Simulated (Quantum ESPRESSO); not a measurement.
# Mn3InC: which magnetic order is lowest, part 2 of 3

Aim: find out which collinear order of Mn3InC costs least.

Quantum ESPRESSO 7.5; PBEsol; plane waves with GBRV 1.5 PBEsol potentials, no spin-orbit coupling.

So far, absolute magnetization (μB): step 2 (start 1: ferro +++) 6.66.

### 3. Run 2, typed as ferri ++−

pw.in

```
&CONTROL
  calculation = 'scf'
  prefix = 'pwscf'
  outdir = './tmp'
  pseudo_dir = './pseudo'
  disk_io = 'nowf'
/
&SYSTEM
  ibrav = 0
  nat = 5
  ntyp = 4
  ecutwfc = 40
  ecutrho = 280
  nbnd = 43
  occupations = 'smearing'
  smearing = 'fd'
  degauss = 0.00734986
  nspin = 2
  starting_magnetization(1) = 0.2333
  starting_magnetization(2) = -0.2333
  starting_magnetization(3) = 0
  starting_magnetization(4) = 0
/
&ELECTRONS
  conv_thr = 1d-08
  electron_maxstep = 150
  mixing_beta = 0.3
/
ATOMIC_SPECIES
Mn1    54.9380 mn_pbesol_v1.5.uspp.F.UPF
Mn2    54.9380 mn_pbesol_v1.5.uspp.F.UPF
In    114.8180 in_pbesol_v1.4.uspp.F.UPF
C      12.0110 c_pbesol_v1.2.uspp.F.UPF
CELL_PARAMETERS angstrom
   3.9486650000    0.0000000000    0.0000000000
   0.0000000000    3.9486650000    0.0000000000
   0.0000000000    0.0000000000    3.9486650000
ATOMIC_POSITIONS crystal
Mn1     0.5000000000    0.0000000000    0.0000000000
Mn1     0.0000000000    0.0000000000    0.5000000000
Mn2     0.0000000000    0.5000000000    0.0000000000
In      0.5000000000    0.5000000000    0.5000000000
C       0.0000000000    0.0000000000    0.0000000000
K_POINTS automatic
6 6 6 0 0 0
```

Command:

```console
OMP_NUM_THREADS=1 mpirun -n 4 pw.x -nk 4 -in pw.in > pw.out
```

What it wrote:

```text
[banner, memory and clock lines left out]
Program PWSCF v.7.5 starts

     Message from routine setup:
     using ibrav=0 with symmetry is DISCOURAGED, use correct ibrav instead

     bravais-lattice index     =            0
     lattice parameter (alat)  =       7.4619  a.u.
     unit-cell volume          =     415.4775 (a.u.)^3
     number of atoms/cell      =            5
     number of atomic types    =            4
     number of electrons       =        62.00
     number of Kohn-Sham states=           43
     kinetic-energy cutoff     =      40.0000  Ry
     charge density cutoff     =     280.0000  Ry
     scf convergence threshold =      1.0E-08
     mixing beta               =       0.3000
     number of iterations used =            8  plain     mixing
     Exchange-correlation= SLA  PW   PSX  PSC
                           (   1   4  10   8   0   0   0)

     celldm(1)=   7.461895  celldm(2)=   0.000000  celldm(3)=   0.000000
     celldm(4)=   0.000000  celldm(5)=   0.000000  celldm(6)=   0.000000

     crystal axes: (cart. coord. in units of alat)
               a(1) = (   1.000000   0.000000   0.000000 )
               a(2) = (   0.000000   1.000000   0.000000 )
               a(3) = (   0.000000   0.000000   1.000000 )

     reciprocal axes: (cart. coord. in units 2 pi/alat)
               b(1) = (  1.000000  0.000000  0.000000 )
               b(2) = (  0.000000  1.000000  0.000000 )
               b(3) = (  0.000000  0.000000  1.000000 )

     PseudoPot. # 1 for Mn read from file:
     mn_pbesol_v1.5.uspp.F.UPF
     Pseudo is Ultrasoft + core correction, Zval = 15.0

     PseudoPot. # 2 for Mn read from file:
     mn_pbesol_v1.5.uspp.F.UPF
     Pseudo is Ultrasoft + core correction, Zval = 15.0

     PseudoPot. # 3 for In read from file:
     in_pbesol_v1.4.uspp.F.UPF
     Pseudo is Ultrasoft + core correction, Zval = 13.0

     PseudoPot. # 4 for C  read from file:
     c_pbesol_v1.2.uspp.F.UPF
     Pseudo is Ultrasoft + core correction, Zval =  4.0

     atomic species   valence    mass     pseudopotential
     Mn1              15.00    54.93800     Mn( 1.00)
     Mn2              15.00    54.93800     Mn( 1.00)
     In               13.00   114.81800     In( 1.00)
     C                 4.00    12.01100     C ( 1.00)

     Starting magnetic structure
     atomic species   magnetization
     Mn1             0.233
     Mn2            -0.233
     In              0.000
     C               0.000

     16 Sym. Ops., with inversion, found

   Cartesian axes

     site n.     atom                  positions (alat units)
         1        Mn1    tau(   1) = (   0.5000000   0.0000000   0.0000000  )
         2        Mn1    tau(   2) = (   0.0000000   0.0000000   0.5000000  )
         3        Mn2    tau(   3) = (   0.0000000   0.5000000   0.0000000  )
         4        In     tau(   4) = (   0.5000000   0.5000000   0.5000000  )
         5        C      tau(   5) = (   0.0000000   0.0000000   0.0000000  )

     number of k points=    40  Fermi-Dirac smearing, width (Ry)=  0.0073
                       cart. coord. in units 2pi/alat
        k(    1) = (   0.0000000   0.0000000   0.0000000), wk =   0.0046296
        k(    2) = (   0.0000000   0.0000000   0.1666667), wk =   0.0185185
        k(    3) = (   0.0000000   0.0000000   0.3333333), wk =   0.0185185
        k(    4) = (   0.0000000   0.0000000  -0.5000000), wk =   0.0092593
        k(    5) = (   0.0000000   0.1666667   0.1666667), wk =   0.0370370
        [... 35 further k-points ...]

     Dense  grid:    32795 G-vectors     FFT dimensions: (  40,  40,  40)

     Smooth grid:    14147 G-vectors     FFT dimensions: (  32,  32,  32)

     Check: negative core charge=   -0.000049
     Generating pointlists ...
     new r_m :   0.2063 (alat units)  1.5390 (a.u.) for type    1
     new r_m :   0.2063 (alat units)  1.5390 (a.u.) for type    2
     new r_m :   0.2917 (alat units)  2.1765 (a.u.) for type    3
     new r_m :   0.2063 (alat units)  1.5390 (a.u.) for type    4

     Initial potential from superposition of free atoms

     starting charge      58.9997, renormalised to      62.0000
     Starting wfcs are   52 randomized atomic wfcs

     Self-consistent Calculation

     iteration #  1     ecut=    40.00 Ry     beta= 0.30
     Davidson diagonalization with overlap
     ethr =  1.00E-02,  avg # of iterations =  3.0

     total energy              =    -775.08355155 Ry
     estimated scf accuracy    <      12.36144390 Ry

     total magnetization       =     1.40 Bohr mag/cell
     absolute magnetization    =     5.16 Bohr mag/cell

     iteration #  2     ecut=    40.00 Ry     beta= 0.30
     Davidson diagonalization with overlap
     ethr =  1.00E-02,  avg # of iterations =  3.2

     total energy              =    -777.46728263 Ry
     estimated scf accuracy    <       2.35361137 Ry

     total magnetization       =     3.39 Bohr mag/cell
     absolute magnetization    =     7.93 Bohr mag/cell

     [... further iterations left out ...]

     iteration # 19     ecut=    40.00 Ry     beta= 0.30
     Davidson diagonalization with overlap
     ethr =  9.37E-11,  avg # of iterations =  2.3

     total energy              =    -777.89520412 Ry
     estimated scf accuracy    <       0.00000002 Ry

     total magnetization       =     0.70 Bohr mag/cell
     absolute magnetization    =     6.03 Bohr mag/cell

     iteration # 20     ecut=    40.00 Ry     beta= 0.30
     Davidson diagonalization with overlap
     ethr =  3.81E-11,  avg # of iterations =  2.1

     Magnetic moment per site  (integrated on atomic sphere of radius R)
     atom   1 (R=0.206)  charge= 12.0797  magn=  1.4089
     atom   2 (R=0.206)  charge= 12.0797  magn=  1.4089
     atom   3 (R=0.206)  charge= 12.0820  magn= -2.1295
     atom   4 (R=0.292)  charge= 11.0614  magn= -0.0236
     atom   5 (R=0.206)  charge=  3.0837  magn= -0.0292

     End of self-consistent calculation

     [... lines left out ...]
     the Fermi energy is    16.1929 ev

!    total energy              =    -777.89520416 Ry
     estimated scf accuracy    <          7.2E-09 Ry
     smearing contrib. (-TS)   =      -0.01093810 Ry
     internal energy E=F+TS    =    -777.88426606 Ry

     The total energy is F=E-TS. E is the sum of the following terms:
     one-electron contribution =    -315.32917456 Ry
     hartree contribution      =     197.01144546 Ry
     xc contribution           =    -120.02975140 Ry
     ewald contribution        =    -539.53678556 Ry

     total magnetization       =     0.70 Bohr mag/cell
     absolute magnetization    =     6.03 Bohr mag/cell

     convergence has been achieved in  20 iterations
```

Run time: 45 s. Hardware: 4 MPI ranks of Arm Neoverse V1, shared host; peak memory 0.47 GiB.

Spin moment in the atom's sphere by atom:

| atom | spin moment in the atom's sphere (μB) |
| --- | --- |
| Mn1 | 1.41 |
| Mn2 | 1.41 |
| Mn3 | -2.13 |
| In4 | -0.02 |
| C5 | -0.03 |

Numbers from this step:

| Item | Value |
| --- | --- |
| smearing term TS | 0.1488 eV |
| magnetization | 0.7 μB |
| absolute magnetization | 6.033 μB |
| final state | ferrimagnetic |

Spin density in the ac plane at fractional y = 0.000, with atoms of Mn and C within 0.2 Å of it.

Values in e/Å³, 14 rows by 14 columns, each cell a mean:
```
-0.1 -0.1  0.0  0.0  0.0  0.2  0.8  1.9  0.6  0.1  0.0  0.0  0.0 -0.1
 0.0  0.0  0.0  0.0  0.0  0.1  0.4  0.9  0.3  0.0  0.0  0.0  0.0  0.0
 0.0  0.0  0.0  0.0  0.0  0.0  0.1  0.2  0.1  0.0  0.0  0.0  0.0  0.0
 0.0  0.0  0.0  0.0  0.0  0.0  0.0  0.0  0.0  0.0  0.0  0.0  0.0  0.0
 0.3  0.1  0.0  0.0  0.0  0.0  0.0  0.0  0.0  0.0  0.0  0.0  0.0  0.1
 1.1  0.5  0.2  0.1  0.0  0.0  0.0  0.0  0.0  0.0  0.0  0.1  0.3  0.6
 2.2  1.7  0.5  0.1  0.0  0.0  0.0  0.0  0.0  0.0  0.0  0.2  0.9  1.9
 1.3  0.7  0.3  0.1  0.0  0.0  0.0  0.0  0.0  0.0  0.0  0.1  0.4  0.8
 0.4  0.2  0.1  0.0  0.0  0.0  0.0  0.0  0.0  0.0  0.0  0.0  0.1  0.2
 0.1  0.0  0.0  0.0  0.0  0.0  0.0  0.0  0.0  0.0  0.0  0.0  0.0  0.0
 0.0  0.0  0.0  0.0  0.0  0.0  0.1  0.1  0.1  0.0  0.0  0.0  0.0  0.0
 0.0  0.0  0.0  0.0  0.0  0.1  0.3  0.5  0.2  0.0  0.0  0.0  0.0  0.0
-0.1 -0.1  0.0  0.0  0.0  0.2  0.7  1.7  0.5  0.1  0.0  0.0  0.0 -0.1
 0.0 -0.1  0.0  0.0  0.1  0.4  1.3  2.2  1.1  0.3  0.0  0.0  0.0 -0.1
```
Columns run along a (3.9 Å), rows up along c (3.9 Å). Atoms in or near the plane, at fractional coordinates: Mn at (0.50, 0.00), Mn at (0.00, 0.50), C at (0.00, 0.00).

Valence density in the ac plane at fractional y = 0.000, with atoms of Mn and C within 0.2 Å of it. It is the smooth field of the valence electrons, not physical close to the nuclei.

Values in e/Å³, 14 rows by 14 columns, each cell a mean:
```
 1  2  1  1  1  5 14 17 12  3  1  1  1  2
 1  1  1  1  1  2  5  7  4  1  1  1  1  1
 1  1  0  0  0  1  1  1  1  0  0  0  1  1
 1  1  0  0  0  0  0  0  0  0  0  0  1  1
 4  2  1  0  0  0  0  0  0  0  0  0  1  3
15 10  2  1  0  0  0  0  0  0  0  1  4 12
11 15  4  1  0  0  0  0  0  0  0  1  7 17
17 12  3  1  0  0  0  0  0  0  0  1  5 14
 8  4  1  0  0  0  0  0  0  0  0  1  2  5
 1  1  0  0  0  0  0  0  0  0  0  0  1  1
 1  1  0  0  0  0  1  1  1  0  0  0  1  1
 1  1  1  0  0  1  3  4  2  1  0  0  1  1
 2  1  1  1  1  4 12 15 10  2  1  1  1  2
 1  2  1  1  1  8 17 11 15  4  1  1  1  1
```
Columns run along a (3.9 Å), rows up along c (3.9 Å). Atoms in or near the plane, at fractional coordinates: Mn at (0.50, 0.00), Mn at (0.00, 0.50), C at (0.00, 0.00).

### 4. Start 3: no spin polarisation

pw.in

```
&CONTROL
  calculation = 'scf'
  prefix = 'pwscf'
  outdir = './tmp'
  pseudo_dir = './pseudo'
  disk_io = 'nowf'
/
&SYSTEM
  ibrav = 0
  nat = 5
  ntyp = 3
  ecutwfc = 40
  ecutrho = 280
  nbnd = 41
  occupations = 'smearing'
  smearing = 'fd'
  degauss = 0.00734986
/
&ELECTRONS
  conv_thr = 1d-08
  electron_maxstep = 150
  mixing_beta = 0.3
/
ATOMIC_SPECIES
Mn     54.9380 mn_pbesol_v1.5.uspp.F.UPF
In    114.8180 in_pbesol_v1.4.uspp.F.UPF
C      12.0110 c_pbesol_v1.2.uspp.F.UPF
CELL_PARAMETERS angstrom
   3.9486650000    0.0000000000    0.0000000000
   0.0000000000    3.9486650000    0.0000000000
   0.0000000000    0.0000000000    3.9486650000
ATOMIC_POSITIONS crystal
Mn      0.5000000000    0.0000000000    0.0000000000
Mn      0.0000000000    0.0000000000    0.5000000000
Mn      0.0000000000    0.5000000000    0.0000000000
In      0.5000000000    0.5000000000    0.5000000000
C       0.0000000000    0.0000000000    0.0000000000
K_POINTS automatic
6 6 6 0 0 0
```

What it wrote:

```text
     [... lines left out ...]
Program PWSCF v.7.5 starts
     [... lines left out ...]
     number of atoms/cell      =            5
     [... lines left out ...]
     number of electrons       =        62.00
     number of Kohn-Sham states=           41
     kinetic-energy cutoff     =      40.0000  Ry
     charge density cutoff     =     280.0000  Ry
     scf convergence threshold =      1.0E-08
     [... lines left out ...]
     48 Sym. Ops., with inversion, found
     [... lines left out ...]
     number of k points=    20  Fermi-Dirac smearing, width (Ry)=  0.0073
     [... lines left out ...]
     iteration # 11     ecut=    40.00 Ry     beta= 0.30
     [... lines left out ...]
     the Fermi energy is    15.9328 ev
!    total energy              =    -777.85730654 Ry
     estimated scf accuracy    <          9.5E-09 Ry
     smearing contrib. (-TS)   =      -0.02379824 Ry
     [... lines left out ...]
     convergence has been achieved in  11 iterations
```

Wall time 7.7 s (4 MPI ranks); peak memory 0.35 GiB; 31 s of CPU time.

Numbers from this step:

| Property | Result |
| --- | --- |
| smearing term TS | 0.3238 eV |
| final state | non-magnetic (no spin polarisation) |

### 5. The states side by side

An order is kept where moments of 0.15 μB or more survive with the typed signs; meshes match where a doubled cell samples the same k points as the first cell.

Ferrimagnetic means that a moment over 0.15 μB on a transition or rare-earth metal, induced ones included, opposes the net moment. Orders:

| start | final state | typed order kept | energy over the lowest (meV a seeded atom) | largest site moment (μB) | net moment (μB a cell of the first run) | mesh matched | CPU time (s) |
| --- | --- | --- | --- | --- | --- | --- | --- |
| ferro +++ | ferromagnetic | yes | 0 | 1.824 | 5.937 | yes | 83.47 |
| ferri ++- | ferrimagnetic | yes | 46.21 | 2.129 | 0.7003 | yes | 177.9 |
| no spin polarisation | non-magnetic | - | 218.1 | 0 | 0 | yes | 30.6 |

### 6. The lowest state again, with its states saved

Changes to pw.in since step 4:

```diff
@@ -5,3 +5,3 @@
   pseudo_dir = './pseudo'
-  disk_io = 'nowf'
+  disk_io = 'low'
 /
@@ -9,2 +9,3 @@
   ibrav = 0
+  celldm(1) = 8
   nat = 5
@@ -13,3 +14,3 @@
   ecutrho = 280
-  nbnd = 41
+  nbnd = 50
   occupations = 'smearing'
@@ -17,2 +18,6 @@
   degauss = 0.00734986
+  nspin = 2
+  starting_magnetization(1) = 0.2333
+  starting_magnetization(2) = 0
+  starting_magnetization(3) = 0
 /
@@ -27,6 +32,6 @@
 C      12.0110 c_pbesol_v1.2.uspp.F.UPF
-CELL_PARAMETERS angstrom
-   3.9486650000    0.0000000000    0.0000000000
-   0.0000000000    3.9486650000    0.0000000000
-   0.0000000000    0.0000000000    3.9486650000
+CELL_PARAMETERS alat
+   0.9327369259869    0.0000000000000    0.0000000000000
+   0.0000000000000    0.9327369259869    0.0000000000000
+   0.0000000000000    0.0000000000000    0.9327369259869
 ATOMIC_POSITIONS crystal
```

What it wrote:

```text
     [... lines left out ...]
Program PWSCF v.7.5 starts
     [... lines left out ...]
     number of atoms/cell      =            5
     [... lines left out ...]
     number of electrons       =        62.00
     number of Kohn-Sham states=           50
     kinetic-energy cutoff     =      40.0000  Ry
     charge density cutoff     =     280.0000  Ry
     scf convergence threshold =      1.0E-08
     [... lines left out ...]
     48 Sym. Ops., with inversion, found
     [... lines left out ...]
     number of k points=    20  Fermi-Dirac smearing, width (Ry)=  0.0073
     [... lines left out ...]
     iteration # 14     ecut=    40.00 Ry     beta= 0.30
     [... lines left out ...]
     Magnetic moment per site  (integrated on atomic sphere of radius R)
     atom   1 (R=0.192)  charge= 12.0931  magn=  1.8240
     atom   2 (R=0.192)  charge= 12.0931  magn=  1.8240
     atom   3 (R=0.192)  charge= 12.0931  magn=  1.8240
     atom   4 (R=0.272)  charge= 11.0550  magn= -0.0806
     atom   5 (R=0.192)  charge=  3.0757  magn= -0.1692
     [... lines left out ...]
     the Fermi energy is    16.2870 ev
!    total energy              =    -777.90539378 Ry
     estimated scf accuracy    <          2.3E-09 Ry
     smearing contrib. (-TS)   =      -0.01228860 Ry
     [... lines left out ...]
     total magnetization       =     5.94 Bohr mag/cell
     absolute magnetization    =     6.65 Bohr mag/cell
     convergence has been achieved in  14 iterations
```

Run time: 21 s. Hardware: 4 MPI ranks; peak memory 0.43 GiB.

This step gave:

- smearing term TS: 0.1672 eV
- magnetization: 5.937 μB
- absolute magnetization: 6.654 μB
- final state: ferromagnetic
- largest moment: 1.824 μB

(Part 2 of 3 ends here.)

[Logs and program files are shortened in this print: banners, set-up blocks, solver, clock and traceback lines can be left out without a mark of their own.]

[Logs are printed without paths, hosts, clocks, repeated set-up lines and the standing remarks that a program may print on its own settings, such as how far it seeks lower states.]

[Hosts, paths, dates, database ids (printed as entryN), source tags and the programs' standing remarks are cut or masked in the printed files.]

[Where a cell is said to come from a database of computed structures, the database is the Materials Project.]
